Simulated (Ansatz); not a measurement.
# From PBE to G0W0: AlIn2N3 (Cmc2_1), part 2 of 2

Aim: the quasiparticle gap of AlIn2N3 (Cmc2_1), starting from PBE.

Ansatz 0.2.0; PBE, then G0W0 on it, plane waves, PAW. Known limits of the many-body steps: finite bands, screening cutoff and k mesh; no spin-orbit coupling in G0W0; d shells not analysed.

So far. Step 2 (Bands along the symmetry lines): Over mesh and path the gap is 0.881 eV, direct, at k = Γ.

## (3) The quasiparticle correction

G0W0 replaces the xc potential by a self-energy built once from the orbitals of the start. Levels are corrected in the window of bands that the input names, at points of the mesh.

This step: G0W0 on PBE, plane waves, PAW; PAW set soft_1.

File input.yaml:

```yaml
crystal:
  lattice:
    - [5.1481021059, -2.9628729689, 0.0]
    - [5.1481021059, 2.9628729689, 0.0]
    - [0.0, 0.0, 5.500038]
  atoms:
    - { symbol: Al, position: [0.341243, 0.658757, 0.989218] }
    - { symbol: Al, position: [0.658757, 0.341243, 0.489218] }
    - { symbol: In, position: [0.988295, 0.335413, 0.987121] }
    - { symbol: In, position: [0.664587, 0.011705, 0.987121] }
    - { symbol: In, position: [0.011705, 0.664587, 0.487121] }
    - { symbol: In, position: [0.335413, 0.988295, 0.487121] }
    - { symbol: "N", position: [0.968855, 0.332959, 0.385637] }
    - { symbol: "N", position: [0.667041, 0.031145, 0.385637] }
    - { symbol: "N", position: [0.031145, 0.667041, 0.885637] }
    - { symbol: "N", position: [0.332959, 0.968855, 0.885637] }
    - { symbol: "N", position: [0.368643, 0.631357, 0.337266] }
    - { symbol: "N", position: [0.631357, 0.368643, 0.837266] }
kpoints:
  mp_grid: { grid: [6, 6, 4] }
hamiltonian:
  xc: pbe
  pseudopotentials: { kind: paw, azcp: { folder: soft_1 } }
scf:
  occupations: { method: fixed }
gw:
  n_empty_bands: 920
  ecut_chi: 180.0
  qp_bands: [v4, c4]
  qp_kpoints: band_edges
  screening: { model: contour_deformation }
```

Launch:

```console
> ansatz run input.yaml --threads 2 --pin off --max-ram 92160MiB --backend cuda --events-out ev --progress --plain --runs-dir out --devices 1 --max-vram 13GiB
```

Numbers of over 12 decimals in the logs are rounded to 6 here.

The log of the run:

```text
GPUs: using 1 of 1 available (devices: 1).
[...]
GPU FFT provider: cuFFT
GPU libraries: cuBLAS 13.8.2, cuFFT 12.4.0, cuSOLVER 12.3.4
Crystal: 12 atoms, lattice volume = 167.786 Å³
Basis set: ecut = 420 eV, 3247 PW (Γ)
Bands: 56, of which v1, the nominal top of the filled ones, is band 44 counted from 1 (43 counted from 0)
Symmetry: 4 space group operations
[...]
k-points: 39 of 144 (time reversal used)
[...]
GPU buffer pool allocated for 64000 grid points (all kernels)
[...]
SCF iter   1: F=—  HF=-25779.384353 eV  |F-HF|=—  |Δ(HF+E_count)|=         —  Δρ=8.76e-2  dr2=1.65e1  ethr=3.10e-3  ⟨swp⟩=5.0  Hψ=7005  notcnv=0  defer=371
[...]
SCF iter   9: F=-25775.091800 eV  HF=-25775.091800 eV  |F-HF|=4.15e-8  |Δ(HF+E_count)|=   1.34e-6  Δρ=4.64e-6  dr2=3.51e-8  ethr=1.14e-10  ⟨swp⟩=12.2  Hψ=9885  notcnv=0
SCF 1 converged in 9 iterations: F = -25775.091800 eV  dr2 = 3.51e-8
[...]
NSCF: frozen V_eff on 39 k-points
the band table was solved once the SCF had ended and its energy, with any forces and stress, was formed, with the checks that follow a solve (8197 applications of the Hamiltonian). They found nothing against the state; the energy, forces and stress were not computed again (output.eigenvalues in the input reference)
[...]
G₀W₀ screening: q 1/39
[... further progress lines ...]
[...]
SCF converged after 9 iterations
Free energy (F): -25775.091800 eV
[...]
Internal energy: -25775.091800 eV  (E = F + TS)
E sigma→0 (E₀):  -25775.091800 eV
Fermi energy:    8.622197 eV
[...]
--- Band table (eV; the first three rows and the last of 39) ---
  k-point 0: bands = [... 40 lower, 8.0369, 8.5748, 8.6093, 8.6222, 9.5027, 12.0474, 13.6010, 13.9614, ... 8 higher]
  k-point 1: bands = [... 40 lower, 8.1401, 8.1711, 8.5048, 8.5120, 10.6156, 12.1095, 13.9923, 14.3424, ... 8 higher]
  k-point 2: bands = [... 40 lower, 8.3002, 8.3002, 8.3939, 8.3939, 11.7672, 11.7672, 14.4659, 14.4659, ... 8 higher]
  k-point 38: bands = [... 40 lower, 7.6353, 7.6353, 7.9235, 7.9235, 12.6213, 12.6213, 13.0723, 13.0723, ... 8 higher]
--- G₀W₀: contour deformation, 7 samples at zero and on the imaginary axis and 2 off it, 144 q-points, 920 empty bands' worth ---
  eigenvalues of the whole cell's RPA ε∞ on this k-mesh (on a slab, of 1 + 4πα/V) = 7.2822, 7.3121, 7.4978; static W/v taken at q = 0 is 0.135234
  gw.qp_kpoints: band_edges: 33 of 39 stored k-points solved, in 1 pass; an edge of the gap read off the rows below is read off those points alone
    valence top: of the k-points left out ik 26 came nearest to being solved in a further pass, in band 44 (counted from 1, as in the quasiparticle table): it holds the edge there only if its correction is more favourable than any solved in that band by at least 0.538 eV; those differ by 0.063 eV
    conduction bottom: of the k-points left out ik 26 came nearest to being solved in a further pass, in band 45 (counted from 1, as in the quasiparticle table): it holds the edge there only if its correction is more favourable than any solved in that band by at least 2.872 eV; those differ by 0.229 eV
    ik  band        ε_KS         Σx   Σc(E_QP)       V_xc       Z   E_QP_lin       E_QP  E_QP is
     0    41      8.0369   -21.3215     2.8861   -17.8206  0.7310     7.4030     7.4222  root
     0    42      8.5748   -21.5426     2.7717   -18.2076  0.7321     7.9972     8.0115  root
     0    43      8.6093   -21.6225     2.6735   -18.3927  0.7339     8.0396     8.0530  root
     0    44      8.6222   -21.8230     2.6866   -18.5845  0.7338     8.0572     8.0704  root
     0    45      9.5027   -11.5458    -2.9942   -14.7421  0.7784     9.7057     9.7048  root
     0    46     12.0474    -9.9126    -4.3264   -14.5911  0.7832    12.4034    12.3995  root
     0    47     13.6010    -7.3997    -4.3319   -11.9323  0.7844    13.8030    13.8017  root
     0    48     13.9614    -6.6974    -4.2979   -11.1063  0.7913    14.0728    14.0724  root
     1    41      8.1401   -21.4660     2.8712   -17.9886  0.7314     7.5157     7.5339  root
     1    42      8.1711   -21.3921     2.8344   -17.9577  0.7316     7.5535     7.5711  root
     1    43      8.5048   -21.6425     2.7652   -18.3054  0.7329     7.9179     7.9328  root
     1    44      8.5120   -21.7901     2.7722   -18.4496  0.7329     7.9291     7.9437  root
     1    45     10.6156   -12.4092    -3.0142   -15.6677  0.7662    10.8614    10.8599  root
     1    46     12.1095   -10.0684    -4.3139   -14.7497  0.7778    12.4815    12.4770  root
     1    47     13.9923    -8.6295    -4.5687   -13.5256  0.7669    14.3240    14.3197  root
     1    48     14.3424    -7.3921    -4.4356   -12.0171  0.7769    14.5329    14.5317  root
     2    41      8.3002   -21.5306     2.8277   -18.1100  0.7321     7.6905     7.7074  root
     2    42      8.3002   -21.5306     2.8277   -18.1100  0.7321     7.6905     7.7074  root
     2    43      8.3939   -21.4899     2.7504   -18.1667  0.7323     7.8060     7.8210  root
     2    44      8.3939   -21.4899     2.7504   -18.1667  0.7323     7.8060     7.8210  root
     2    45     11.7672   -11.1357    -3.9208   -15.4174  0.7649    12.1325    12.1281  root
     2    46     11.7672   -11.1357    -3.9208   -15.4174  0.7649    12.1325    12.1281  root
     2    47     14.4659    -9.7848    -4.9950   -15.2165  0.7571    14.9113    14.9025  root
     2    48     14.4659    -9.7848    -4.9950   -15.2165  0.7571    14.9113    14.9025  root
     3    41      7.7942   -20.6109     2.6350   -17.3894  0.7307     7.1898     7.2077  root
     3    42      7.9910   -20.8886     2.6618   -17.6420  0.7325     7.3893     7.4062  root
     3    43      8.5122   -21.5254     2.8086   -18.1460  0.7316     7.9264     7.9414  root
     3    44      8.5409   -21.7184     2.7359   -18.4198  0.7331     7.9641     7.9782  root
     3    45     10.2410   -12.7263    -2.7591   -15.6874  0.7669    10.4440    10.4430  root
     3    46     12.4747   -10.3389    -4.3772   -15.1089  0.7743    12.8729    12.8675  root
     3    47     13.5699    -9.1125    -4.5200   -13.9909  0.7652    13.9334    13.9284  root
     3    48     14.0630    -7.3768    -4.3896   -11.9503  0.7821    14.2480    14.2470  root
     4    41      7.7292   -20.9616     2.9051   -17.4265  0.7283     7.0772     7.0992  root
     4    42      8.0600   -21.1643     2.8406   -17.7176  0.7307     7.4353     7.4539  root
     4    43      8.3617   -21.5040     2.8179   -18.1027  0.7316     7.7622     7.7784  root
     4    44      8.4197   -21.6442     2.8058   -18.2597  0.7323     7.8253     7.8409  root
     4    45     10.9587   -12.2155    -3.2192   -15.7154  0.7637    11.2416    11.2394  root
     4    46     12.5098   -10.4127    -4.3810   -15.1976  0.7694    12.9197    12.9137  root
     4    47     13.5464    -9.5882    -4.5354   -14.4997  0.7637    13.9281    13.9224  root
     4    48     14.1929    -8.9776    -4.6487   -13.9726  0.7601    14.5439    14.5391  root
[...]
36    45     12.1375   -10.6131    -4.0413   -15.0063  0.7670    12.4938    12.4894  root
    36    46     12.2365   -12.0377    -4.0580   -16.5351  0.7471    12.6842    12.6758  root
    36    47     12.8295   -10.4726    -4.5159   -15.4342  0.7648    13.2829    13.2752  root
    36    48     13.8461   -10.5648    -4.8662   -15.9436  0.7493    14.3716    14.3586  root
    37    41      7.6315   -21.2429     3.2721   -17.2981  0.7252     6.9309     6.9589  root
    37    42      7.7628   -21.2351     3.1503   -17.4406  0.7263     7.0953     7.1187  root
    37    43      8.0591   -20.9871     2.7713   -17.6202  0.7310     7.4458     7.4636  root
    37    44      8.3727   -21.3082     2.7700   -17.9712  0.7306     7.7909     7.8057  root
    37    45     12.3645   -11.4038    -4.1841   -16.0185  0.7513    12.8027    12.7951  root
    37    46     12.4515    -9.2651    -4.2705   -13.8320  0.7822    12.7507    12.7479  root
    37    47     12.4600   -10.3945    -4.1475   -14.9015  0.7645    12.8243    12.8195  root
    37    48     13.6791    -7.6738    -4.4237   -12.3133  0.7831    13.8964    13.8949  root
```

Elapsed: 14 min, on 1 × NVIDIA H100 80GB HBM3 (shared by 6 runs) with 2 threads of AMD EPYC 7R13 (Zen 3), shared host; peak memory 9.1 GiB.

This step gave:

```yaml
bands_summed: 964
rpa_eps_infinity_on_this_mesh_eigenvalues: 7.282, 7.312, 7.498
plane_waves_in_the_screening_matrix: 925
q_points_in_the_mesh: 144
g0w0_gap_over_the_corrected_points: 1.634 eV
k_of_the_valence_top: 0, 0, 0
k_of_the_conduction_bottom: 0, 0, 0
starting_gap_on_the_mesh: 0.8805 eV
z_at_the_valence_top: 0.7338
z_at_the_conduction_bottom: 0.7784
least_direct_g0w0_gap_over_the_corrected_points: 1.634 eV
```

Over 33 of 39 irreducible mesh points the G0W0 gap is 1.634 eV, direct, at k = Γ. The PBE gap of this run on the mesh is 0.881 eV. The two states that bound the G0W0 gap lie that far apart at the start, so the correction of the gap is 1.634 − 0.881 = +0.753 eV.

Labels follow the order of the start: v1 is the top filled band, c1 the lowest empty one; levels that stay degenerate share a row, the window can cut a multiplet, doubted levels are not marked in this list, bands outside the window were not corrected, and the list may be a part of the corrected levels. Levels before and after the correction, in eV, zero at the valence-band top of each column:

```tsv
	conduction bottom	valence top
Kohn-Sham	0.88	0.00
G0W0	1.63	0.00
```

```tsv
	level	occupation	energy (eV)
Kohn-Sham	Γ v4	2	-0.585
Kohn-Sham	Γ v3	2	-0.047
Kohn-Sham	Γ v2	2	-0.013
Kohn-Sham	Γ v1	2	0.000
Kohn-Sham	Γ c1	0	0.881
Kohn-Sham	Γ c2	0	3.425
Kohn-Sham	Γ c3	0	4.979
Kohn-Sham	Γ c4	0	5.339
G0W0	Γ v4	2	-0.648
G0W0	Γ v3	2	-0.059
G0W0	Γ v2	2	-0.017
G0W0	Γ v1	2	0.000
G0W0	Γ c1	0	1.634
G0W0	Γ c2	0	4.329
G0W0	Γ c3	0	5.731
G0W0	Γ c4	0	6.002
```

The parts of the quasiparticle energy for the two states that bound the G0W0 gap, in eV on the run's own scale (QP = start + Σx + Σc − Vxc, with Σc at the quasiparticle energy):

```tsv
edge	k	band	start	Σx	Σc	Vxc	Z	QP
valence top	Γ	44	8.622	−21.823	2.687	−18.584	0.734	8.070
conduction bottom	Γ	45	9.503	−11.546	−2.994	−14.742	0.778	9.705
```

## (4) Spin-orbit coupling in PBE

This run has two-component orbitals with spin-orbit coupling.

This step: DFT, PBE with spin-orbit coupling, plane waves, PAW; PAW set soft_1.

Changes to input.yaml since step 3:

```diff
@@ -20,12 +20,29 @@
   mp_grid: { grid: [6, 6, 4] }
+  band_path:
+    path:
+      - [0.0, 0.0, 0.0]
+      - [0.5, 0.5, 0.0]
+      - [0.3328079, 0.6671921, 0.0]
+      - [-0.3328079, 0.3328079, 0.0]
+      - [0.0, 0.0, 0.5]
+      - [-0.3328079, 0.3328079, 0.5]
+      - [0.3328079, 0.6671921, 0.5]
+      - [0.5, 0.5, 0.5]
+    npoints: 1
 hamiltonian:
   xc: pbe
-  pseudopotentials: { kind: paw, azcp: { folder: soft_1 } }
+  pseudopotentials: { kind: paw_fr, azcp: { folder: soft_1 } }
 scf:
-  occupations: { method: fixed }
-gw:
-  n_empty_bands: 920
-  ecut_chi: 180.0
-  qp_bands: [v4, c4]
-  qp_kpoints: band_edges
-  screening: { model: contour_deformation }
+  occupations: { method: fermi_dirac, width: 0.02 }
+  n_extra_bands: 16
+magnetization:
+  noncollinear: true
+  spin_orbit: true
+output:
+  eigenvalues: true
+  forces: true
+  stress: true
+  write_density: true
+  write_potential: true
+  elf: true
+  volumetric_format: npy
```

The log of the run:

```text
[...]
GPUs: using 1 of 1 available (devices: 1).
[...]
non-collinear run that drives no moment, with spin-orbit: no starting moment large enough to seed its density (crystal.atoms[].spin), no starting occupations that ask for one, no magnetisation constraint and no magnetic field, so the semilocal B_xc is pinned to zero
[...]
GPU FFT provider: cuFFT
GPU libraries: cuBLAS 13.8.2, cuFFT 12.4.0, cuSOLVER 12.3.4
Crystal: 12 atoms, lattice volume = 167.786 Å³
Basis set: ecut = 420 eV, 3247 PW (Γ), exchange–correlation on 80×80×80 points (8 copies of the dense FFT grid, shifted against one another)
Bands: 104, of which v1, the nominal top of the filled ones, is band 88 counted from 1 (87 counted from 0)
Symmetry: 4 space group operations + 4 with time reversal
[...]
k-points: 39 of 144 (time reversal used)
Projection manifold: j_resolved (fully-relativistic pseudo-atomic orbitals)
[...]
GPU buffer pool allocated for 64000 grid points (all kernels)
[...]
SCF iter   1: F=—  HF=-25787.042920 eV  |F-HF|=—  |Δ(HF+E_count)|=         —  Δρ=8.76e-2  dr2=1.65e1  dr2_m=0.00e0 (ungated)  ethr=3.10e-3  |M|=0.00e0 ∫|m|=0.00e0 μB  |m|>n=0.0e0 m-floor=0.0e0 τ_xc=0.0e0  β_m=0.30  ⟨swp⟩=6.2  Hψ=18469  notcnv=0  defer=30
[...]
spin=Noncollinear: Resta preconditioning applied to the charge; magnetization (m_x, m_y, m_z) channels mix plain (no charge-response kernel on spin).
[...]
site 10: m = (+0.0000, +0.0000, +0.0000) μB, |m| = 0.0000 μB  (R = 0.79 Å)
  site 11: m = (+0.0000, +0.0000, +0.0000) μB, |m| = 0.0000 μB  (R = 0.79 Å)
Free energy (F): -25782.764402 eV
[...]
Internal energy: -25782.764402 eV  (E = F + TS)
E sigma→0 (E₀):  -25782.764402 eV
Fermi energy:    9.067423 eV
[...]
--- Forces (eV/Å), atoms counted from 1 ---
  atom   1  Al    -0.00000000    -0.00228688     0.00373799
  atom   2  Al     0.00000000     0.00228688     0.00373799
  atom   3  In     0.00111944    -0.00108254     0.00572253
  atom   4  In    -0.00111944    -0.00108254     0.00572253
  atom   5  In    -0.00111944     0.00108254     0.00572253
  atom   6  In     0.00111944     0.00108254     0.00572253
  atom   7  N      0.03253937    -0.01959695    -0.01860970
  atom   8  N     -0.03253937    -0.01959695    -0.01860970
  atom   9  N     -0.03253937     0.01959695    -0.01860970
  atom  10  N      0.03253937     0.01959695    -0.01860970
  atom  11  N     -0.00000000     0.03174453     0.02203221
  atom  12  N      0.00000000    -0.03174453     0.02203221
  max |Σ_I F_I| component: 8.29e-6 eV/Å
--- Stress (GPa, compression-positive) ---
       -0.232729      -0.000000      -0.000000
       -0.000000      -0.242101       0.000000
       -0.000000       0.000000      -0.177877
  P = ⅓ Tr σ = -0.2176 GPa (-2.176 kbar)
--- Band table (eV; the first three rows and the last of 39) ---
  k-point 0: bands = [... 84 lower, 8.6082, 8.6082, 8.6211, 8.6211, 9.5026, 9.5026, 12.0474, 12.0474, ... 12 higher]
  k-point 1: bands = [... 84 lower, 8.4993, 8.4993, 8.5124, 8.5124, 10.6142, 10.6142, 12.1087, 12.1087, ... 12 higher]
  k-point 2: bands = [... 84 lower, 8.3919, 8.3919, 8.3919, 8.3919, 11.7655, 11.7655, 11.7655, 11.7655, ... 12 higher]
  k-point 38: bands = [... 84 lower, 7.9229, 7.9229, 7.9229, 7.9229, 12.6164, 12.6164, 12.6164, 12.6164, ... 12 higher]
[key lines of the parts left out:]
SCF converged after 10 iterations
Magnetization: |M| = 0.0000 μB,  M = (+0.0000, +0.0000, +0.0000) μB
```

It took 18 s on 1 × NVIDIA H100 80GB HBM3 (shared by 6 runs) with 2 threads; peak memory 1.5 GiB.

This step gave:

```yaml
pressure: -0.2176 GPa
gap: 0.8815 eV
valence_top_at: Γ
conduction_bottom_at: Γ
least_direct_gap: 0.8815 eV
```

Over mesh and listed points the gap is 0.882 eV, direct, at k = Γ. PBE+SOC against PBE: 0.882 − 0.881 = +0.001 eV, with the same mesh, set of files (read in its fully relativistic form for the spin-orbit run) and cutoff, and both edges at the same k points. The spin-orbit run sees mesh and listed points alone, so its gap is an upper bound: the coupling can move an edge off these points, the more so as this crystal has no centre of inversion, and the change over the zone, its sign included where it is small, is not known.

## (5) Side by side

Each gap is the least one over the points named; times are wall times on shared hosts, not benchmarks. A G0W0 time includes the run's own self-consistent start. Runs with listed points see these and the mesh alone, so an edge that moves elsewhere is missed. Rows marked * are further runs, not shown as steps, whose inputs differ from the G0W0 step on the same start in the columns given; solver thresholds can differ too.

```tsv
level	mesh	files, cutoff	bands summed, screening	points	gap (eV)	valence top	conduction bottom	least direct gap (eV)	time
PBE	6×6×4	soft_1 PAW, 420 eV	-	mesh and path	0.881	Γ	Γ	0.881	11 s
PBE+SOC	6×6×4	soft_1 PAW, 420 eV	-	mesh and listed points	0.882	Γ	Γ	0.882	18 s
G0W0@PBE*	6×6×4	soft_1 PAW, 420 eV	195, 54 eV	33 of 39 irreducible mesh points	1.347	Γ	Γ	1.347	2.4 min
G0W0@PBE*	6×6×4	soft_1 PAW, 420 eV	471, 108 eV	33 of 39 irreducible mesh points	1.563	Γ	Γ	1.563	5.9 min
G0W0@PBE	6×6×4	soft_1 PAW, 420 eV	964, 180 eV	33 of 39 irreducible mesh points	1.634	Γ	Γ	1.634	14 min
G0W0@PBE*	3×3×2	soft_1 PAW, 420 eV	471, 108 eV	7 of 8 irreducible mesh points	1.425	Γ	Γ	1.425	26 s
```

## (6) Results

```
PBE gap over mesh and path                         : 0.881 eV, direct, at k = Γ
G0W0@PBE gap over 33 of 39 irreducible mesh points : 1.634 eV, direct, at k = Γ
PBE+SOC gap over mesh and listed points            : 0.882 eV
estimated limit in bands and cutoff, on this mesh  : 1.702 eV
GW settings                                        : 6×6×4 mesh, 920 empty bands, screening to 180 eV, PAW set soft_1 files
known limits                                       : finite bands, screening cutoff and k mesh; no spin-orbit coupling in G0W0; d shells not analysed
```

What this shows: Over 33 of 39 irreducible mesh points the G0W0 gap is 1.634 eV, direct, at k = Γ. The PBE gap of this run on the mesh is 0.881 eV. The two states that bound the G0W0 gap lie that far apart at the start, so the correction of the gap is 1.634 − 0.881 = +0.753 eV. The valence state moves by 8.070 − 8.622 = −0.552 eV and the conduction state by 9.705 − 9.503 = +0.202 eV, on the run's own scale; with 195 bands the edge states move by +0.144 and +0.611 eV, so the split between the edges depends on the bands and cutoff. Both edges that PBE shows over mesh and path lie at k points where levels were corrected. Levels at other points were not corrected, so a lower G0W0 gap elsewhere in the zone is not ruled out. From 195 bands and 54 eV to 964 bands and 180 eV the gap moves by 1.634 − 1.347 = +0.287 eV (rung by rung 1.347, 1.563, 1.634 eV); bands and screening cutoff rise together, so their parts are not told apart. A line in one over the bands through the two highest rungs gives 1.634 + (1.634 − 1.563) × 471 / (964 − 471) = 1.702 eV, and through the pair below 1.563 + (1.563 − 1.347) × 195 / (471 − 195) = 1.716 eV. The two agree within 0.03 eV and the same two states bound the gap in each rung, so 1.702 eV is taken as an estimate of the limit on this mesh. With the 3×3×2 mesh in place of the 6×6×4 mesh and all else as in the G0W0@PBE row with 471 bands, the gap differs by 1.425 − 1.563 = −0.138 eV, and that of the start by 0.879 − 0.881 = −0.002 eV. PBE+SOC against PBE: 0.882 − 0.881 = +0.001 eV, with the same mesh, set of files (read in its fully relativistic form for the spin-orbit run) and cutoff, and both edges at the same k points. The spin-orbit run sees mesh and listed points alone, so its gap is an upper bound: the coupling can move an edge off these points, the more so as this crystal has no centre of inversion, and the change over the zone, its sign included where it is small, is not known. What spin-orbit coupling does to the G0W0 levels was not computed, so no sum with the G0W0 gap is formed. The G0W0 runs are scalar-relativistic. One-shot GW is known to converge slowly in bands for compounds with shallow d shells. The cell holds In; the filling of the d shell and its place against the gap were not analysed here. G0W0 is shown with one set of atomic data (soft_1 PAW), so the error from the files is not known here.

[Paths, hosts, dates, memory and timing lines, banners, echoed tables and standing remarks are left out of the program output.]

[Logs are printed without paths, hosts, clocks, repeated set-up lines and the standing remarks that a program may print on its own settings, such as how far it seeks lower states.]

[Runs of the session that timed out or met a known fault of the program may be left out.]

[Cells called generated may have been cut or substituted from an entry of the Crystallography Open Database or the Materials Project.]

[Hosts, paths, dates, database ids (printed as entryN), source tags and the programs' standing remarks are cut or masked in the printed files.]

[Where an RPA ε∞ is given, it is that of the G0W0 mesh and is not shown converged in it. Names of k-points follow the symmetry that the program found, which can be lower than the space group named. Band edges on a path are those of the sampled points; other points can move an edge, and change direct to indirect where valleys lie close.]

[Hybrid gaps are those of their k-mesh and are not shown converged in it.]
